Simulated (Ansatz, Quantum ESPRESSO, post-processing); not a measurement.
# Band line-up of the CdS/CuI(110) superlattice, 5 + 5 layers, a = 5.89 Å, part 6 of 7

Aim: valence and conduction offsets of the CdS/CuI(110) superlattice, 5 + 5 layers, a = 5.89 Å from the line-up of mean potentials.

Quantum ESPRESSO 7.5; plane-wave DFT, LDA, GBRV ultrasoft pseudopotentials; cross-check by Ansatz 0.2.0 with PAW datasets.

So far. Step 3 (Ground state of bulk CdS): The run needed 8 iterations to bring the estimated error under 1e-07 Ry. Step 11 (SCF with pw.x of the superlattice): The run needed 22 iterations to bring the estimated error under 1e-07 Ry; the largest force on any atom, held or free, is 2.36 eV/Å.

## (13) Planar and running averages of the superlattice

Contents of ab.avg.in:

```
1
ab.pot.dat
1.0
200
3
7.8704427465
```

Started as:

```sh
$ OMP_NUM_THREADS=1 average.x < ab.avg.in > ab.avg.out
```

Log:

```text
[banner, memory and clock lines left out]
Program AVERAGE v.7.5 starts

          URL

     Reading header from file  ab.pot.dat
     Reading data from file  ab.pot.dat
     Output written to file avg.dat

[...]
```

Run time: 0.57 s. Hardware: 1 MPI rank of Arm Neoverse V1, shared host; peak memory 0.12 GiB.

This step gave:

- average.x's running mean in the CdS layers, on the run's own zero: 3.974 eV
- slope of the running mean in the CdS layers: -7.46e-4 eV/Å
- mean potential by an exact Fourier window in the CdS layers, on the run's own zero: 3.974 eV
- average.x's running mean in the CuI layers, on the run's own zero: 0.9898 eV
- slope of the running mean in the CuI layers: 3.04e-4 eV/Å
- mean potential by an exact Fourier window in the CuI layers, on the run's own zero: 0.9898 eV

Electrostatic potential energy of an electron; zero at the Fermi level; window 4.1649 Å. The potential energy, running mean by z:

```
z (Å)  potential energy, running mean (eV)
  0.0                                -3.50
  0.5                                -3.00
  1.0                                -2.83
  1.5                                -2.77
  2.0                                -2.75
  2.5                                -2.74
  3.0                                -2.73
  3.5                                -2.73
  4.0                                -2.73
  4.5                                -2.73
  5.0                                -2.73
  5.5                                -2.73
  6.0                                -2.74
  6.5                                -2.76
  7.0                                -2.79
  7.5                                -2.86
  8.0                                -3.13
  8.5                                -3.71
  9.0                                -4.11
  9.5                                -4.28
 10.0                                -4.53
 10.5                                -5.08
 11.0                                -5.52
 11.5                                -5.66
 12.0                                -5.70
 12.5                                -5.71
 13.0                                -5.72
 13.5                                -5.72
 14.0                                -5.72
 14.5                                -5.72
 15.0                                -5.72
 15.5                                -5.72
 16.0                                -5.72
 16.5                                -5.71
 17.0                                -5.70
 17.5                                -5.67
 18.0                                -5.59
 18.5                                -5.26
 19.0                                -4.68
 19.5                                -4.34
 20.0                                -4.18
 20.5                                -3.87
```

## (14) Projections on atomic orbitals

projwfc.x splits the states by atom and orbital; the spilling says how much the atomic basis misses.

Contents of pdos.in:

```
&projwfc
  prefix = 'ab'
  outdir = './out'
  filpdos = 'pdos'
  Emin = 3.708
  Emax = 10.708
  DeltaE = 0.05
  ngauss = 0
  degauss = 0.006
/
```

Started as:

```sh
$ OMP_NUM_THREADS=1 mpirun -n 4 projwfc.x -in pdos.in > pdos.out
```

Log:

```text
[banner, memory and clock lines left out]
Program PROJWFC v.7.5 starts

          URL

     ./out/ab.save/

     IMPORTANT: XC functional enforced from input :
     Exchange-correlation= PZ
                           (   1   1   0   0   0   0   0)
     Any further DFT definition will be discarded
     Please, verify this is what you really want

     Check: negative core charge=   -0.000002

     negative rho (up, down):  9.621E-02 0.000E+00

     Gaussian broadening (read from input): ngauss,degauss=   0    0.006000

     Calling projwave ....
     one sub-group per band group will be used

     linear algebra parallelized on   4 procs

  Problem Sizes
  natomwfc =          150
  nx       =           75
  nbnd     =          132
  nkstot   =           20
  npwx     =         3761
  nkb      =          360

     Atomic states used for projection
     (read from pseudopotential files):

     state #   1: atom   1 (Cd ), wfc  1 (l=2 m= 1)
     state #   2: atom   1 (Cd ), wfc  1 (l=2 m= 2)
     state #   3: atom   1 (Cd ), wfc  1 (l=2 m= 3)
     state #   4: atom   1 (Cd ), wfc  1 (l=2 m= 4)
     state #   5: atom   1 (Cd ), wfc  1 (l=2 m= 5)
     state #   6: atom   1 (Cd ), wfc  2 (l=0 m= 1)
     state #   7: atom   1 (Cd ), wfc  3 (l=1 m= 1)
     state #   8: atom   1 (Cd ), wfc  3 (l=1 m= 2)
     state #   9: atom   1 (Cd ), wfc  3 (l=1 m= 3)
     state #  10: atom   2 (S  ), wfc  1 (l=0 m= 1)
     state #  11: atom   2 (S  ), wfc  2 (l=1 m= 1)
     state #  12: atom   2 (S  ), wfc  2 (l=1 m= 2)
     state #  13: atom   2 (S  ), wfc  2 (l=1 m= 3)
     state #  14: atom   3 (Cd ), wfc  1 (l=2 m= 1)
     state #  15: atom   3 (Cd ), wfc  1 (l=2 m= 2)
     state #  16: atom   3 (Cd ), wfc  1 (l=2 m= 3)
     state #  17: atom   3 (Cd ), wfc  1 (l=2 m= 4)
     state #  18: atom   3 (Cd ), wfc  1 (l=2 m= 5)
     state #  19: atom   3 (Cd ), wfc  2 (l=0 m= 1)
     state #  20: atom   3 (Cd ), wfc  3 (l=1 m= 1)
     state #  21: atom   3 (Cd ), wfc  3 (l=1 m= 2)
     state #  22: atom   3 (Cd ), wfc  3 (l=1 m= 3)
     state #  23: atom   4 (S  ), wfc  1 (l=0 m= 1)
     state #  24: atom   4 (S  ), wfc  2 (l=1 m= 1)
     state #  25: atom   4 (S  ), wfc  2 (l=1 m= 2)
     state #  26: atom   4 (S  ), wfc  2 (l=1 m= 3)
     state #  27: atom   5 (Cd ), wfc  1 (l=2 m= 1)
     state #  28: atom   5 (Cd ), wfc  1 (l=2 m= 2)
     state #  29: atom   5 (Cd ), wfc  1 (l=2 m= 3)
     state #  30: atom   5 (Cd ), wfc  1 (l=2 m= 4)
     state #  31: atom   5 (Cd ), wfc  1 (l=2 m= 5)
     state #  32: atom   5 (Cd ), wfc  2 (l=0 m= 1)
     state #  33: atom   5 (Cd ), wfc  3 (l=1 m= 1)
     state #  34: atom   5 (Cd ), wfc  3 (l=1 m= 2)
     state #  35: atom   5 (Cd ), wfc  3 (l=1 m= 3)
     state #  36: atom   6 (S  ), wfc  1 (l=0 m= 1)
     state #  37: atom   6 (S  ), wfc  2 (l=1 m= 1)
     state #  38: atom   6 (S  ), wfc  2 (l=1 m= 2)
     state #  39: atom   6 (S  ), wfc  2 (l=1 m= 3)
     state #  40: atom   7 (Cd ), wfc  1 (l=2 m= 1)
     state #  41: atom   7 (Cd ), wfc  1 (l=2 m= 2)
     state #  42: atom   7 (Cd ), wfc  1 (l=2 m= 3)
     state #  43: atom   7 (Cd ), wfc  1 (l=2 m= 4)
     state #  44: atom   7 (Cd ), wfc  1 (l=2 m= 5)
     state #  45: atom   7 (Cd ), wfc  2 (l=0 m= 1)
     state #  46: atom   7 (Cd ), wfc  3 (l=1 m= 1)
     state #  47: atom   7 (Cd ), wfc  3 (l=1 m= 2)
     state #  48: atom   7 (Cd ), wfc  3 (l=1 m= 3)
     state #  49: atom   8 (S  ), wfc  1 (l=0 m= 1)
     state #  50: atom   8 (S  ), wfc  2 (l=1 m= 1)
     state #  51: atom   8 (S  ), wfc  2 (l=1 m= 2)
     state #  52: atom   8 (S  ), wfc  2 (l=1 m= 3)
     state #  53: atom   9 (Cd ), wfc  1 (l=2 m= 1)
     state #  54: atom   9 (Cd ), wfc  1 (l=2 m= 2)
     state #  55: atom   9 (Cd ), wfc  1 (l=2 m= 3)
     state #  56: atom   9 (Cd ), wfc  1 (l=2 m= 4)
     state #  57: atom   9 (Cd ), wfc  1 (l=2 m= 5)
     state #  58: atom   9 (Cd ), wfc  2 (l=0 m= 1)
     state #  59: atom   9 (Cd ), wfc  3 (l=1 m= 1)
     state #  60: atom   9 (Cd ), wfc  3 (l=1 m= 2)
     state #  61: atom   9 (Cd ), wfc  3 (l=1 m= 3)
     state #  62: atom  10 (S  ), wfc  1 (l=0 m= 1)
     state #  63: atom  10 (S  ), wfc  2 (l=1 m= 1)
     state #  64: atom  10 (S  ), wfc  2 (l=1 m= 2)
     state #  65: atom  10 (S  ), wfc  2 (l=1 m= 3)
     state #  66: atom  11 (Cu ), wfc  1 (l=0 m= 1)
     state #  67: atom  11 (Cu ), wfc  2 (l=1 m= 1)
     state #  68: atom  11 (Cu ), wfc  2 (l=1 m= 2)
     state #  69: atom  11 (Cu ), wfc  2 (l=1 m= 3)
     state #  70: atom  11 (Cu ), wfc  3 (l=2 m= 1)
     state #  71: atom  11 (Cu ), wfc  3 (l=2 m= 2)
     state #  72: atom  11 (Cu ), wfc  3 (l=2 m= 3)
     state #  73: atom  11 (Cu ), wfc  3 (l=2 m= 4)
     state #  74: atom  11 (Cu ), wfc  3 (l=2 m= 5)
     state #  75: atom  11 (Cu ), wfc  4 (l=0 m= 1)
     state #  76: atom  11 (Cu ), wfc  5 (l=1 m= 1)
     state #  77: atom  11 (Cu ), wfc  5 (l=1 m= 2)
     state #  78: atom  11 (Cu ), wfc  5 (l=1 m= 3)
     state #  79: atom  12 (I  ), wfc  1 (l=0 m= 1)
     state #  80: atom  12 (I  ), wfc  2 (l=1 m= 1)
     state #  81: atom  12 (I  ), wfc  2 (l=1 m= 2)
     state #  82: atom  12 (I  ), wfc  2 (l=1 m= 3)
     state #  83: atom  13 (Cu ), wfc  1 (l=0 m= 1)
     state #  84: atom  13 (Cu ), wfc  2 (l=1 m= 1)
     state #  85: atom  13 (Cu ), wfc  2 (l=1 m= 2)
     state #  86: atom  13 (Cu ), wfc  2 (l=1 m= 3)
     state #  87: atom  13 (Cu ), wfc  3 (l=2 m= 1)
     state #  88: atom  13 (Cu ), wfc  3 (l=2 m= 2)
     state #  89: atom  13 (Cu ), wfc  3 (l=2 m= 3)
     state #  90: atom  13 (Cu ), wfc  3 (l=2 m= 4)
     state #  91: atom  13 (Cu ), wfc  3 (l=2 m= 5)
     state #  92: atom  13 (Cu ), wfc  4 (l=0 m= 1)
     state #  93: atom  13 (Cu ), wfc  5 (l=1 m= 1)
     state #  94: atom  13 (Cu ), wfc  5 (l=1 m= 2)
     state #  95: atom  13 (Cu ), wfc  5 (l=1 m= 3)
     state #  96: atom  14 (I  ), wfc  1 (l=0 m= 1)
     state #  97: atom  14 (I  ), wfc  2 (l=1 m= 1)
     state #  98: atom  14 (I  ), wfc  2 (l=1 m= 2)
     state #  99: atom  14 (I  ), wfc  2 (l=1 m= 3)
     state # 100: atom  15 (Cu ), wfc  1 (l=0 m= 1)
     state # 101: atom  15 (Cu ), wfc  2 (l=1 m= 1)
     state # 102: atom  15 (Cu ), wfc  2 (l=1 m= 2)
     state # 103: atom  15 (Cu ), wfc  2 (l=1 m= 3)
     state # 104: atom  15 (Cu ), wfc  3 (l=2 m= 1)
     state # 105: atom  15 (Cu ), wfc  3 (l=2 m= 2)
     state # 106: atom  15 (Cu ), wfc  3 (l=2 m= 3)
     state # 107: atom  15 (Cu ), wfc  3 (l=2 m= 4)
     state # 108: atom  15 (Cu ), wfc  3 (l=2 m= 5)
     state # 109: atom  15 (Cu ), wfc  4 (l=0 m= 1)
     state # 110: atom  15 (Cu ), wfc  5 (l=1 m= 1)
     state # 111: atom  15 (Cu ), wfc  5 (l=1 m= 2)
     state # 112: atom  15 (Cu ), wfc  5 (l=1 m= 3)
     state # 113: atom  16 (I  ), wfc  1 (l=0 m= 1)
     state # 114: atom  16 (I  ), wfc  2 (l=1 m= 1)
     state # 115: atom  16 (I  ), wfc  2 (l=1 m= 2)
     state # 116: atom  16 (I  ), wfc  2 (l=1 m= 3)
     state # 117: atom  17 (Cu ), wfc  1 (l=0 m= 1)
     state # 118: atom  17 (Cu ), wfc  2 (l=1 m= 1)
     state # 119: atom  17 (Cu ), wfc  2 (l=1 m= 2)
     state # 120: atom  17 (Cu ), wfc  2 (l=1 m= 3)
     state # 121: atom  17 (Cu ), wfc  3 (l=2 m= 1)
     state # 122: atom  17 (Cu ), wfc  3 (l=2 m= 2)
     state # 123: atom  17 (Cu ), wfc  3 (l=2 m= 3)
     state # 124: atom  17 (Cu ), wfc  3 (l=2 m= 4)
     state # 125: atom  17 (Cu ), wfc  3 (l=2 m= 5)
     state # 126: atom  17 (Cu ), wfc  4 (l=0 m= 1)
     state # 127: atom  17 (Cu ), wfc  5 (l=1 m= 1)
     state # 128: atom  17 (Cu ), wfc  5 (l=1 m= 2)
     state # 129: atom  17 (Cu ), wfc  5 (l=1 m= 3)
     state # 130: atom  18 (I  ), wfc  1 (l=0 m= 1)
     state # 131: atom  18 (I  ), wfc  2 (l=1 m= 1)
     state # 132: atom  18 (I  ), wfc  2 (l=1 m= 2)
     state # 133: atom  18 (I  ), wfc  2 (l=1 m= 3)
     state # 134: atom  19 (Cu ), wfc  1 (l=0 m= 1)
     state # 135: atom  19 (Cu ), wfc  2 (l=1 m= 1)
     state # 136: atom  19 (Cu ), wfc  2 (l=1 m= 2)
     state # 137: atom  19 (Cu ), wfc  2 (l=1 m= 3)
     state # 138: atom  19 (Cu ), wfc  3 (l=2 m= 1)
     state # 139: atom  19 (Cu ), wfc  3 (l=2 m= 2)
     state # 140: atom  19 (Cu ), wfc  3 (l=2 m= 3)
     state # 141: atom  19 (Cu ), wfc  3 (l=2 m= 4)
     state # 142: atom  19 (Cu ), wfc  3 (l=2 m= 5)
     state # 143: atom  19 (Cu ), wfc  4 (l=0 m= 1)
     state # 144: atom  19 (Cu ), wfc  5 (l=1 m= 1)
     state # 145: atom  19 (Cu ), wfc  5 (l=1 m= 2)
     state # 146: atom  19 (Cu ), wfc  5 (l=1 m= 3)
     state # 147: atom  20 (I  ), wfc  1 (l=0 m= 1)
     state # 148: atom  20 (I  ), wfc  2 (l=1 m= 1)
     state # 149: atom  20 (I  ), wfc  2 (l=1 m= 2)
     state # 150: atom  20 (I  ), wfc  2 (l=1 m= 3)

[... projections of each state ...]
Lowdin Charges:

     Atom #   1: total charge =  12.0217, s =  0.7684,
     Atom #   1: total charge =  12.0217, p =  1.3065, pz=  0.4367, px=  0.4320, py=  0.4378,
     Atom #   1: total charge =  12.0217, d =  9.9468, dz2=  1.9872, dxz=  1.9869, dyz=  1.9933, dx2-y2=  1.9928, dxy=  1.9866,
     Atom #   2: total charge =   6.0810, s =  1.6125,
     Atom #   2: total charge =   6.0810, p =  4.4685, pz=  1.5091, px=  1.4863, py=  1.4732,
     Atom #   2: total charge =   6.0810, d =  0.0000, dz2=  0.0000, dxz=  0.0000, dyz=  0.0000, dx2-y2=  0.0000, dxy=  0.0000,
     Atom #   3: total charge =  11.9016, s =  0.7469,
     Atom #   3: total charge =  11.9016, p =  1.2030, pz=  0.4034, px=  0.4013, py=  0.3982,
     Atom #   3: total charge =  11.9016, d =  9.9517, dz2=  1.9893, dxz=  1.9878, dyz=  1.9942, dx2-y2=  1.9926, dxy=  1.9877,
     Atom #   4: total charge =   6.0824, s =  1.5979,
     Atom #   4: total charge =   6.0824, p =  4.4845, pz=  1.4939, px=  1.4954, py=  1.4952,
     Atom #   4: total charge =   6.0824, d =  0.0000, dz2=  0.0000, dxz=  0.0000, dyz=  0.0000, dx2-y2=  0.0000, dxy=  0.0000,
     Atom #   5: total charge =  11.8901, s =  0.7436,
     Atom #   5: total charge =  11.8901, p =  1.1947, pz=  0.3979, px=  0.3972, py=  0.3996,
     Atom #   5: total charge =  11.8901, d =  9.9518, dz2=  1.9893, dxz=  1.9879, dyz=  1.9943, dx2-y2=  1.9927, dxy=  1.9877,
     Atom #   6: total charge =   6.0801, s =  1.5976,
     Atom #   6: total charge =   6.0801, p =  4.4826, pz=  1.4986, px=  1.4920, py=  1.4920,
     Atom #   6: total charge =   6.0801, d =  0.0000, dz2=  0.0000, dxz=  0.0000, dyz=  0.0000, dx2-y2=  0.0000, dxy=  0.0000,
     Atom #   7: total charge =  11.9016, s =  0.7469,
     Atom #   7: total charge =  11.9016, p =  1.2030, pz=  0.4034, px=  0.4013, py=  0.3982,
     Atom #   7: total charge =  11.9016, d =  9.9517, dz2=  1.9893, dxz=  1.9878, dyz=  1.9942, dx2-y2=  1.9926, dxy=  1.9877,
     Atom #   8: total charge =   6.0823, s =  1.5979,
     Atom #   8: total charge =   6.0823, p =  4.4844, pz=  1.4938, px=  1.4953, py=  1.4952,
     Atom #   8: total charge =   6.0823, d =  0.0000, dz2=  0.0000, dxz=  0.0000, dyz=  0.0000, dx2-y2=  0.0000, dxy=  0.0000,
     Atom #   9: total charge =  12.0217, s =  0.7684,
     Atom #   9: total charge =  12.0217, p =  1.3065, pz=  0.4367, px=  0.4320, py=  0.4378,
     Atom #   9: total charge =  12.0217, d =  9.9468, dz2=  1.9872, dxz=  1.9869, dyz=  1.9933, dx2-y2=  1.9928, dxy=  1.9866,
     Atom #  10: total charge =   6.0811, s =  1.6125,
     Atom #  10: total charge =   6.0811, p =  4.4686, pz=  1.5091, px=  1.4863, py=  1.4732,
     Atom #  10: total charge =   6.0811, d =  0.0000, dz2=  0.0000, dxz=  0.0000, dyz=  0.0000, dx2-y2=  0.0000, dxy=  0.0000,
     Atom #  11: total charge =  19.3479, s =  2.5826,
     Atom #  11: total charge =  19.3479, p =  7.1491, pz=  2.3834, px=  2.3849, py=  2.3808,
     Atom #  11: total charge =  19.3479, d =  9.6163, dz2=  1.9264, dxz=  1.9186, dyz=  1.9266, dx2-y2=  1.9212, dxy=  1.9235,
     Atom #  12: total charge =   6.2480, s =  1.6226,
     Atom #  12: total charge =   6.2480, p =  4.6254, pz=  1.5291, px=  1.5421, py=  1.5541,
     Atom #  12: total charge =   6.2480, d =  0.0000, dz2=  0.0000, dxz=  0.0000, dyz=  0.0000, dx2-y2=  0.0000, dxy=  0.0000,
     Atom #  13: total charge =  19.4646, s =  2.6053,
     Atom #  13: total charge =  19.4646, p =  7.2441, pz=  2.4129, px=  2.4131, py=  2.4181,
     Atom #  13: total charge =  19.4646, d =  9.6152, dz2=  1.9216, dxz=  1.9209, dyz=  1.9269, dx2-y2=  1.9250, dxy=  1.9208,
     Atom #  14: total charge =   6.2625, s =  1.6456,
     Atom #  14: total charge =   6.2625, p =  4.6168, pz=  1.5417, px=  1.5373, py=  1.5378,
     Atom #  14: total charge =   6.2625, d =  0.0000, dz2=  0.0000, dxz=  0.0000, dyz=  0.0000, dx2-y2=  0.0000, dxy=  0.0000,
     Atom #  15: total charge =  19.4736, s =  2.6079,
     Atom #  15: total charge =  19.4736, p =  7.2512, pz=  2.4181, px=  2.4173, py=  2.4158,
     Atom #  15: total charge =  19.4736, d =  9.6145, dz2=  1.9221, dxz=  1.9209, dyz=  1.9262, dx2-y2=  1.9247, dxy=  1.9208,
     Atom #  16: total charge =   6.2636, s =  1.6457,
     Atom #  16: total charge =   6.2636, p =  4.6179, pz=  1.5380, px=  1.5394, py=  1.5405,
     Atom #  16: total charge =   6.2636, d =  0.0000, dz2=  0.0000, dxz=  0.0000, dyz=  0.0000, dx2-y2=  0.0000, dxy=  0.0000,
     Atom #  17: total charge =  19.4646, s =  2.6053,
     Atom #  17: total charge =  19.4646, p =  7.2441, pz=  2.4129, px=  2.4131, py=  2.4181,
     Atom #  17: total charge =  19.4646, d =  9.6152, dz2=  1.9216, dxz=  1.9209, dyz=  1.9269, dx2-y2=  1.9250, dxy=  1.9208,
     Atom #  18: total charge =   6.2625, s =  1.6456,
     Atom #  18: total charge =   6.2625, p =  4.6168, pz=  1.5417, px=  1.5373, py=  1.5378,
     Atom #  18: total charge =   6.2625, d =  0.0000, dz2=  0.0000, dxz=  0.0000, dyz=  0.0000, dx2-y2=  0.0000, dxy=  0.0000,
     Atom #  19: total charge =  19.3480, s =  2.5826,
     Atom #  19: total charge =  19.3480, p =  7.1491, pz=  2.3834, px=  2.3849, py=  2.3808,
     Atom #  19: total charge =  19.3480, d =  9.6163, dz2=  1.9264, dxz=  1.9186, dyz=  1.9266, dx2-y2=  1.9212, dxy=  1.9235,
     Atom #  20: total charge =   6.2480, s =  1.6226,
     Atom #  20: total charge =   6.2480, p =  4.6254, pz=  1.5291, px=  1.5421, py=  1.5541,
     Atom #  20: total charge =   6.2480, d =  0.0000, dz2=  0.0000, dxz=  0.0000, dyz=  0.0000, dx2-y2=  0.0000, dxy=  0.0000,
     Spilling Parameter:   0.0067
```

The job ended after 8.3 s (4 MPI ranks; peak memory 0.41 GiB; 34 s of CPU time).

This step gave:

| Property | Result |
| --- | --- |
| spilling of the projection | 0.0067 |

The density of states has structure finer than the step of the table below, so its rows give means over 0.25 eV, whole bins alone (the curve runs from -3.00 to 3.55 eV). Peaks (eV: height): -2.550: 79.2, 2.900: 23.5.

Gaussian width 0.006 Ry; cut where the computed bands begin to run out. Density of states against energy, zero at the Fermi level; means over each step:

```
energy (eV)  density of states (states/eV a cell)
      -2.75                                  27.7
      -2.50                                  60.9
      -2.25                                  43.8
      -2.00                                  32.1
      -1.75                                  31.8
      -1.50                                  25.9
      -1.25                                  17.0
      -1.00                                  15.1
      -0.75                                  7.28
      -0.50                                  3.43
      -0.25                                 0.288
       0.00                                3.9e-4
       0.25                                 0.131
       0.50                                0.0351
       0.75                                 0.115
       1.00                                 0.610
       1.25                                 0.604
       1.50                                 0.513
       1.75                                  3.65
       2.00                                  4.16
       2.25                                  4.98
       2.50                                  9.88
       2.75                                  14.4
       3.00                                  17.6
       3.25                                  14.2
```

Projected DOS an atom over height of the atomic layer and energy from the Fermi level. Columns are the atomic layers from the bottom up.

Ten even steps from '_' (0.00 states/eV) to '@' (6.68 states/eV), each cell a mean:
```
____________________
____________......__
..______............
____________________
____________________
____________________
____________________
____________________
____________________
____________________
____________________
____________________
____________________
____________________
__________..______..
__________::......::
__________--......--
..........==::::::==
..........==::::::==
..........++======++
..........::@@@@@@::
..........__________
```
Columns: height of the atomic layer (Å) from 0 to 18.7; rows upwards: energy from the Fermi level (eV) from -3.00 to 3.55.

Löwdin valence electrons by atom:

```
atom  Löwdin valence electrons (e)
 Cd1                          12.0
  S2                           6.1
 Cd3                          11.9
  S4                           6.1
 Cd5                          11.9
  S6                           6.1
 Cd7                          11.9
  S8                           6.1
 Cd9                          12.0
 S10                           6.1
Cu11                          19.3
 I12                           6.2
Cu13                          19.5
 I14                           6.3
Cu15                          19.5
 I16                           6.3
Cu17                          19.5
 I18                           6.3
Cu19                          19.3
 I20                           6.2
```

The atomic orbitals miss 0.7 % of the occupied states; for empty states the projections can miss much more.

## (15) The line-up

Each edge is taken over its own crystal's mean potential and then placed on the mean potential of those layers in the superlattice:

```
crystal  valence top − mean (eV)  conduction bottom − mean (eV)  mean in the superlattice (eV)
    CdS                    1.905                          2.675                          3.974
    CuI                    5.448                          6.613                          0.990
```

Valence offset = (5.448 + 0.990) − (1.905 + 3.974) = 0.559 eV; conduction offset = 0.955 eV.

(Part 6 of 7 ends here.)

[Logs are printed without paths, hosts, clocks, repeated set-up lines and the standing remarks that a program may print on its own settings, such as how far it seeks lower states.]

[Hosts, paths, dates, database ids (printed as entryN), source tags and the programs' standing remarks are cut or masked in the printed files.]

[Maps of the electrostatic potential energy from Ansatz leave out the sawtooth potential of an applied field or a dipole correction, so their vacuum need not be flat; planar profiles and work functions include it.]
